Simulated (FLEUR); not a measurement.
# E(M) of MnRh, part 2 of 2

How stiff is the moment of MnRh, and are there other minima?

FLEUR MaX-R8.1; LDA (VWN); all-electron FLAPW, Dirac cores, scalar-relativistic bands.

So far, magnetization (μB): step 2 (unconstrained state) 4.10; step 4 (with continued, fixed moment 3.689 μB a cell) 3.69.

### Step 5. Moment fixed at 4.611 μB

Input file inp.xml:

```
<?xml version="1.0" encoding="UTF-8" standalone="no"?>
<fleurInput fleurInputVersion="0.39">
   <comment>
      MnRh
   </comment>
   <calculationSetup>
      <cutoffs Kmax="3.6" Gmax="10.8" GmaxXC="10.8" numbands="0"/>
      <scfLoop itmax="90" minDistance="0.00002" maxIterBroyd="15" imix="Anderson" alpha="0.05" precondParam="0.0" spinf="2.0" sdNocoIR="T"/>
      <coreElectrons ctail="T" frcor="F" kcrel="0" coretail_lmax="0"/>
      <xcFunctional name="vwn" relativisticCorrections="F"/>
      <magnetism jspins="2" fixed_moment="4.611"/>
      <soc l_soc="F" theta="0.0" phi="0.0" spav="F"/>
      <expertModes spex="0" secvar="F"/>
      <geometryOptimization l_f="F" forcealpha="1.0" forcemix="BFGS" epsdisp="0.00001" epsforce="0.00001"/>
      <ldaU l_linMix="F" mixParam="0.05" spinf="1.0"/>
   </calculationSetup>
   <cell>
      <bzIntegration valenceElectrons="30.0" mode="hist" fermiSmearingEnergy="0.00183747">
         <kPointListSelection listName="default-1"/>
         <xi:include xmlns:xi="http://www.w3.org/2001/XInclude" href="kpts.xml"> </xi:include>
      </bzIntegration>
      <xi:include xmlns:xi="http://www.w3.org/2001/XInclude" href="sym.xml"> </xi:include>
      <bulkLattice scale="1.0">
         <bravaisMatrix>
            <row-1>    5.7523263232824000     0.0000000000000000     0.0000000000000000</row-1>
            <row-2>    0.0000000000000000     5.7523263232824000     0.0000000000000000</row-2>
            <row-3>    0.0000000000000000     0.0000000000000000     5.7523263232824000</row-3>
         </bravaisMatrix>
      </bulkLattice>
   </cell>
   <atomSpecies>
      <species name="Manganese 3.500" element="Mn" atomicNumber="25">
         <mtSphere radius="2.43" gridPoints="803" logIncrement="0.015"/>
         <atomicCutoffs lmax="10" lnonsphr="8"/>
         <electronConfig flipSpins="F">
            <coreConfig>(1s1/2) (2s1/2) (2p1/2) (2p3/2)</coreConfig>
            <valenceConfig>(3s1/2) (3p1/2) (3p3/2) (4s1/2) (3d3/2) (3d5/2)</valenceConfig>
            <stateOccupation state="(3d3/2)" spinUp="1.25" spinDown="0.75"/>
            <stateOccupation state="(3d5/2)" spinUp="3.0" spinDown="0.0"/>
         </electronConfig>
         <energyParameters s="4" p="4" d="3" f="4"/>
         <lo type="SCLO" l="0" n="3" eDeriv="0"/>
         <lo type="SCLO" l="1" n="3" eDeriv="0"/>
      </species>
      <species name="Rhodium (Rh)" element="Rh" atomicNumber="45">
         <mtSphere radius="2.43" gridPoints="803" logIncrement="0.016"/>
         <atomicCutoffs lmax="10" lnonsphr="8"/>
         <electronConfig flipSpins="F">
            <coreConfig>(1s1/2) (2s1/2) (2p1/2) (2p3/2) (3s1/2) (3p1/2) (3p3/2) (4s1/2) (3d3/2) (3d5/2)</coreConfig>
            <valenceConfig>(4p1/2) (4p3/2) (5s1/2) (4d3/2) (4d5/2)</valenceConfig>
            <stateOccupation state="(5s1/2)" spinUp="0.500000" spinDown="0.500000"/>
            <stateOccupation state="(4d3/2)" spinUp="1.600000" spinDown="1.600000"/>
            <stateOccupation state="(4d5/2)" spinUp="2.400000" spinDown="2.400000"/>
         </electronConfig>
         <energyParameters s="5" p="5" d="4" f="4"/>
         <lo type="SCLO" l="1" n="4" eDeriv="0"/>
      </species>
   </atomSpecies>
   <atomGroups>
      <atomGroup species="Manganese 3.500">
         <relPos label="                   1">.0000000000 .0000000000 .0000000000</relPos>
         <force calculate="T" relaxXYZ="TTT"/>
      </atomGroup>
      <atomGroup species="Rhodium (Rh)">
         <relPos label="                   2">1.000/2.000 1.000/2.000 1.000/2.000</relPos>
         <force calculate="T" relaxXYZ="TTT"/>
      </atomGroup>
   </atomGroups>
   <output dos="F" band="F" slice="F">
      <bandDOS minEnergy="-.5*Htr" maxEnergy="0.5*Htr" sigma="0.015" storeEVData="T"/>
      <plotting iplot="0" polar="F">
         <plot TwoD="T" vec1="  1.0  0.0  0.0" vec2="  0.0  1.0  0.0" vec3="  0.0  0.0  1.0" zero="  0.0  0.0  0.0" file="plot"/>
      </plotting>
      <moessbauerParams electricFieldGradient="F" isomerShift="F" coreHyperfine="F" valenceHyperfine="F"/>
   </output>
</fleurInput>
```

Started as:

```bash
$ OMP_NUM_THREADS=1 mpirun -n 4 fleur_MPI > fleur.log
```

Log:

```text
[banner, memory and clock lines left out]
Welcome to FLEUR        (www.flapw.de)
      MaX-Release 8.1          (www.max-centre.eu)

 ========== k-point set info ==========
 Selected k-point list: default-1
 k-point list type: mesh
 10 x 10 x 10
 Number of k points: 56

 [... set-up left out ...]
 Iteration:     1   Distance:       5.48970574 me/bohr^3
 Iteration:     2   Distance:       5.17322332 me/bohr^3
 Iteration:     3   Distance:       1.68196475 me/bohr^3
 Iteration:     4   Distance:       1.12669544 me/bohr^3
 Iteration:     5   Distance:       0.20263974 me/bohr^3
[...]
<sumOfEigenvalues value="    -3521.3874235426">
               <coreElectrons value="-3504.5924534618"/>
               <valenceElectrons value="-16.7949700808"/>
            </sumOfEigenvalues>
         [... left out ...]
            <freeEnergy value="-5937.2642842977"/>
            <extrapolationTo0K value="-5937.2640410698"/>
         </totalEnergy>
         <densityConvergence units="me/bohr^3">
            <chargeDensity spin="1" distance="0.0000092611"/>
            <chargeDensity spin="2" distance="0.0000057508"/>
            <overallChargeDensity distance="0.0000054613"/>
            <spinDensity distance="0.0000144172"/>
         </densityConvergence>
      </iteration>
```

Run time: 18 s. Hardware: 4 MPI ranks of Arm Neoverse N1, shared host; peak memory 0.2 GiB; 67 s of CPU time.

Read from the output:

```yaml
magnetization: 4.611 μB
```

Its energy lies +148.2 meV a cell from the free run's.

### Step 6. Moment fixed at 2.767 μB

Changes to inp.xml since step 5:

```diff
@@ -10,3 +10,3 @@
       <xcFunctional name="vwn" relativisticCorrections="F"/>
-      <magnetism jspins="2" fixed_moment="4.611"/>
+      <magnetism jspins="2" fixed_moment="2.767"/>
       <soc l_soc="F" theta="0.0" phi="0.0" spav="F"/>
```

Log:

```text
[banner, memory and clock lines left out]
Welcome to FLEUR        (www.flapw.de)
      MaX-Release 8.1          (www.max-centre.eu)

 ========== k-point set info ==========
 Selected k-point list: default-1
 k-point list type: mesh
 10 x 10 x 10
 Number of k points: 56

 [... set-up left out ...]
 Iteration:     1   Distance:      15.70813791 me/bohr^3
 Iteration:     2   Distance:      15.10374410 me/bohr^3
 Iteration:     3   Distance:      13.14335604 me/bohr^3
 Iteration:     4   Distance:       2.12638376 me/bohr^3
 Iteration:     5   Distance:       1.38383948 me/bohr^3
[...]
<sumOfEigenvalues value="    -3522.1511605799">
               <coreElectrons value="-3505.1887530351"/>
               <valenceElectrons value="-16.9624075448"/>
            </sumOfEigenvalues>
         [... left out ...]
            <freeEnergy value="-5937.2562729045"/>
            <extrapolationTo0K value="-5937.2555454081"/>
         </totalEnergy>
         <densityConvergence units="me/bohr^3">
            <chargeDensity spin="1" distance="0.0000030259"/>
            <chargeDensity spin="2" distance="0.0000047027"/>
            <overallChargeDensity distance="0.0000040703"/>
            <spinDensity distance="0.0000067804"/>
         </densityConvergence>
      </iteration>
```

It took 23 s on 4 MPI ranks; peak memory 0.2 GiB; 84 s of CPU time.

Numbers from this step:

| Item | Value |
| --- | --- |
| magnetization | 2.767 μB |

Its energy lies +366.2 meV a cell from the free run's.

### Step 7. All moments

The other moments were run in the same way.

Energy over the lowest against total spin moment:

| total spin moment (μB a cell) | energy over the lowest (meV a cell) |
| --- | --- |
| 0.00 | 1019 |
| 0.92 | 936 |
| 1.84 | 684 |
| 2.77 | 366 |
| 3.69 | 69.1 |
| 4.10 | 0 |
| 4.61 | 148 |
| 5.53 | 797 |

Table of moment, largest sphere moment by total spin moment:

| total spin moment (μB a cell) | moment, largest sphere moment (μB) |
| --- | --- |
| 0.00 | 0 |
| 0.92 | 1.11 |
| 1.84 | 2.14 |
| 2.77 | 2.83 |
| 3.69 | 3.28 |
| 4.10 | 3.46 |
| 4.61 | 3.70 |
| 5.53 | 4.02 |

### Step 8. What came out

| Quantity | Value |
| --- | --- |
| moment of the free run | 4.10 μB a cell |
| moment of the lowest point | 4.10 μB a cell |
| energy of the spinless run | 1019 meV a cell over the lowest |

The lowest point lies 1019 meV a cell under the spinless run, in free energy at a smearing of 0.05 eV. The point at zero is the spinless run. Opposed orders, which also have no total moment, were not run.

[Logs and program files are shortened in this print: banners, set-up blocks, solver, clock and traceback lines can be left out without a mark of their own.]

[Logs are printed without paths, hosts, clocks, repeated set-up lines and the standing remarks that a program may print on its own settings, such as how far it seeks lower states.]

[Hosts, paths, dates, database ids (printed as entryN), source tags and the programs' standing remarks are cut or masked in the printed files.]

[Where a cell is said to come from a database of computed structures, the database is the Materials Project.]
